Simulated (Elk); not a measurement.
# MnZn: is a spiral lower than the collinear state?, part 2 of 2

Aim: the energy of spin spirals in MnZn along a path of wavevectors.

Elk 11.2.3 (patched build); LDA (Perdew-Wang); all-electron APW+lo, Dirac cores, scalar-relativistic bands.

So far. Step 2 (Run at q = 0): After 24 cycles the largest moment stands at 3.12 μB.

## (3) One pass at q = (0, 0.25, 0)

One diagonalisation in the potential of q = 0; by the force theorem the spiral's energy is the band energy with the smearing's entropy term, less that of a like pass at q = 0. The total energy that such a pass prints is not self-consistent and is not used.

elk.in

```
tasks
  1

xctype
  3

rgkmax
  7.0

nempty
  12

swidth
  0.002

reducebf
  0.5

epsengy
  1e-06

maxscl
  1

lmaxi
  3

stype
  0

spincore
  .true.

spinsprl
  .true.

spinpol
  .true.

vqlss
  0.000000 0.250000 0.000000

sppath
  './'

avec
  5.80145920260 0.00000000000 0.00000000000
  0.00000000000 5.80145920260 0.00000000000
  0.00000000000 0.00000000000 5.80145920260

atoms
  2
  'Mn.in'
  1
  0.0000000000 0.0000000000 0.0000000000   -0.000124 0.000000 -0.000124
  'Zn.in'
  1
  0.5000000000 0.5000000000 0.5000000000   0.000000 0.000000 0.000000

ngridk
  8 8 8
```

The run is started by

```bash
$ OMP_NUM_THREADS=2 elk
```

Numbers of over 12 decimals in the logs are rounded to 6 here.

Log:

```text
┌─────────────────────────┐
│ Elk code version 11.2.3 │
└─────────────────────────┘

All units are atomic (Hartree, Bohr, etc.)

┌──────────────────────────────────────────┐
│ Ground-state run resuming from STATE.OUT │
└──────────────────────────────────────────┘

Lattice vectors :
   5.801459203       0.000000000       0.000000000
   0.000000000       5.801459203       0.000000000
   0.000000000       0.000000000       5.801459203

Species : 1 (Mn)
 muffin-tin radius :    2.400000000
 atomic positions (lattice), magnetic fields (Cartesian) :
  1 :   0.00000000  0.00000000  0.00000000    0.00000000  0.00000000  0.00000000

Species : 2 (Zn)
 muffin-tin radius :    2.400000000
 atomic positions (lattice), magnetic fields (Cartesian) :
  1 :   0.50000000  0.50000000  0.50000000    0.00000000  0.00000000  0.00000000

Total number of atoms per unit cell :    2
Total muffin-tin volume :    115.8116716
 ratio of muffin-tin to unit cell volume :   0.5931173148

Spin treatment :
 spin-polarised
 spin-polarised core states
 global magnetic field (Cartesian) :    0.000000000       0.000000000       0.000000000
 non-collinear magnetisation
 spin-spiral state assumed
  q-vector (lattice)   :    0.000000000      0.2500000000       0.000000000
  q-vector (Cartesian) :    0.000000000      0.2707588336       0.000000000
  q-vector length      :   0.2707588336

Number of Bravais lattice symmetries :    8
Number of crystal symmetries         :    8
Crystal has no inversion symmetry
Complex Hermitian eigensolver will be used

k-point grid :      8     8     8
k-point offset :    0.000000000       0.000000000       0.000000000
k-point set is reduced with full crystal symmetry group
Total number of k-points :      120

Muffin-tin radius times maximum |G+k| :    7.000000000
 using average radius
Maximum |G+k| for APW functions       :    2.916666667
Maximum (1/2)|G+k|²                   :    4.253472222
Maximum |G| for potential and density :    12.00000000
Constant for pseudocharge density :    7
 order of it for each species :   14  14
 order of it for pair densities of each species (exact exchange by exxq0 0: 14) :   10  10
Radial integration step length :    1

G-vector grid sizes :     24    24    24
Number of G-vectors :     5695

Maximum angular momentum used for
 APW functions            :    8
 outer part of muffin-tin :    6

Number of empty states         :     24
Total number of valence states :     82
Total number of core states    :     22

Third-order local-orbitals added for an l without core states : T
Total number of local-orbitals :     45

Exchange-correlation functional :      3     0     0
 Perdew-Wang/Ceperley-Alder, Phys. Rev. B 45, 13244 (1992)
 gradient requirement :    0
 local density approximation (LDA)

Smearing type :    0
 Gaussian
Smearing width :   0.2000000000E-02
Effective electronic temperature (K) :    631.5500496

Mixing type :    3
 Broyden mixing, J. Phys. A: Math. Gen. 17, L317 (1984)

Potential read in from STATE.OUT

┌──────────────────────────────┐
│ Self-consistent loop started │
└──────────────────────────────┘

┌─────────────────┐
│ Loop number : 1 │
└─────────────────┘

Reached self-consistent loops maximum

Energies :
 Fermi                       :     0.230183
 sum of occupied eigenvalues :     -1699.3562883101
 electron kinetic            :      2995.6929989251
 core electron kinetic       :      2662.3777090793
 Coulomb                     :     -5826.5656272738
 Coulomb potential           :     -4537.4075477914
 nuclear-nuclear             :     -476.58549432832
 electron-nuclear            :     -6178.6942121472
 Hartree                     :      828.71407920179
 Madelung                    :     -3557.8618533781
 xc potential                :     -157.47284106134
 xc effective B-field        :    -0.169014
 external B-field            :      0.000000
 exchange                    :     -114.30783166755
 correlation                 :     -4.775588
 electron entropic           :    -0.41585860295326E-04
 total energy                :     -2949.9560897418
 (external B-field energy excluded from total)

Density of states at Fermi energy :    20.79293015
 (states/Hartree/unit cell)

Estimated indirect band gap :   0.4311239887E-03
 from k-point 15 to k-point 110
Estimated direct band gap   :   0.3763861202E-02
 at k-point 113

Charges :
 core                        :    22.00000000
 valence                     :    33.00000000
 interstitial                :    2.210184143
 muffin-tins (core leakage)
  species : 1 (Mn)
   atom 1                    :    23.74234822     ( -0.3595731007E-05)
  species : 2 (Zn)
   atom 1                    :    29.04746764     (  0.8111535639E-04)
 total in muffin-tins        :    52.78981586
 total calculated charge     :    54.99975129
 total charge                :    55.00000000
 error                       :   0.2487050328E-03

Moments :
 interstitial                :   0.3099840208E-01 -0.1226534053E-04  0.3266070175E-01
 muffin-tins
  species : 1 (Mn)
   atom 1                    :    2.189841172      0.2144936647E-03   2.220716095
  species : 2 (Zn)
   atom 1                    :  -0.3250563627E-01 -0.8061639094E-05 -0.4478521742E-01
 total in muffin-tins        :    2.157335536      0.2064320257E-03   2.175930877
 total moment                :    2.188333938      0.1941666851E-03   2.208591579

┌──────────────────────────────┐
│ Self-consistent loop stopped │
└──────────────────────────────┘
```

The job ended after 11 s (2 threads of Arm Neoverse V2, shared host; peak memory 0.12 GiB; 22 s of CPU time).

Numbers from this step:

| Item | Value |
| --- | --- |
| magnetization | 2.188, 0, 2.209 μB |
| final state | spiral |
| largest moment | 3.119 μB |

Moments of a spiral are printed for the first cell, in the frame that turns with it; over the crystal the turning parts cancel.

By that sum this spiral lies +7.8 meV a seeded atom from q = 0.

## (4) One pass at q = (0, 0.5, 0)

Changes to elk.in since step 3:

```diff
@@ -40,3 +40,3 @@
 vqlss
-  0.000000 0.250000 0.000000
+  0.000000 0.500000 0.000000
```

The run is started by

```bash
$ OMP_NUM_THREADS=2 elk
```

Log:

```text
┌─────────────────────────┐
│ Elk code version 11.2.3 │
└─────────────────────────┘

All units are atomic (Hartree, Bohr, etc.)

┌──────────────────────────────────────────┐
│ Ground-state run resuming from STATE.OUT │
└──────────────────────────────────────────┘

Lattice vectors :
   5.801459203       0.000000000       0.000000000
   0.000000000       5.801459203       0.000000000
   0.000000000       0.000000000       5.801459203

Species : 1 (Mn)
 muffin-tin radius :    2.400000000
[...]
error                       :   0.2563294574E-03

Moments :
 interstitial                :   0.4082304583E-01 -0.2229193744E-04  0.3665892021E-01
 muffin-tins
  species : 1 (Mn)
   atom 1                    :    2.209658300      0.2531263697E-03   2.279364101
  species : 2 (Zn)
   atom 1                    :  -0.4171008152E-02  0.1056905707E-04 -0.4416011517E-01
 total in muffin-tins        :    2.205487291      0.2636954268E-03   2.235203986
 total moment                :    2.246310337      0.2414034893E-03   2.271862906

┌──────────────────────────────┐
│ Self-consistent loop stopped │
└──────────────────────────────┘

[key lines of the parts left out:]
total energy                :     -2949.9558947256
```

Wall time 11 s (2 threads); peak memory 0.12 GiB; 21 s of CPU time.

Numbers from this step:

```
magnetization  : 2.246, 0, 2.272 μB
final state    : spiral
largest moment : 3.175 μB
```

By that sum this spiral lies +19.8 meV a seeded atom from q = 0.

## (5) All wavevectors

Wavevectors, in fractions of the reciprocal vectors: (0, 0, 0); (0, 0.25, 0); (0, 0.5, 0); (0.25, 0.5, 0); (0.5, 0.5, 0); (0, 0, 0). The path runs through Γ, X, M, Γ. Of 14 wavevectors run, these are the ones whose half falls on the k mesh; at the others the two spins are sampled on shifted points, and errors of some meV don't cancel against q = 0.

The energy less that at q = 0, frozen potential by path:

```csv
path (Å⁻¹),"energy less that at q = 0, frozen potential (meV a seeded atom)"
0.00,0
0.51,7.82
1.02,19.8
1.53,43.5
2.05,57.2
3.49,0
```

The magnon energy 4 dE/(M sin²θ), frozen potential by path:

```csv
path (Å⁻¹),"magnon energy 4 dE/(M sin²θ), frozen potential (meV)"
0.00,0
0.51,20.2
1.02,51.0
1.53,112
2.05,148
3.49,0
```

## (6) Summary of results

| Property | Result |
| --- | --- |
| lowest point | (0, 0, 0), 0 meV a seeded atom (frozen potential) |
| highest point | (0.5, 0.5, 0), 57.2 meV a seeded atom |

In words: No spiral on the path lies under the state at q = 0; the dearest costs 57.2 meV a seeded atom. The energies are those of a cone of 45°, about sin²θ = 0.50 of a flat spiral's. The magnon energies are adiabatic and undamped. The mesh is the same for all points and was not tested: differences of a few meV, and of some ten in a metal, can be noise. The smearing is not Fermi–Dirac, so its width is no temperature. The smearing is not Fermi–Dirac, so its width is no temperature.

[Logs and program files are shortened in this print: banners, set-up blocks, solver, clock and traceback lines can be left out without a mark of their own.]

[Logs are printed without paths, hosts, clocks, repeated set-up lines and the standing remarks that a program may print on its own settings, such as how far it seeks lower states.]

[Hosts, paths, dates, database ids (printed as entryN), source tags and the programs' standing remarks are cut or masked in the printed files.]

[Where a cell is said to come from a database of computed structures, the database is the Materials Project.]
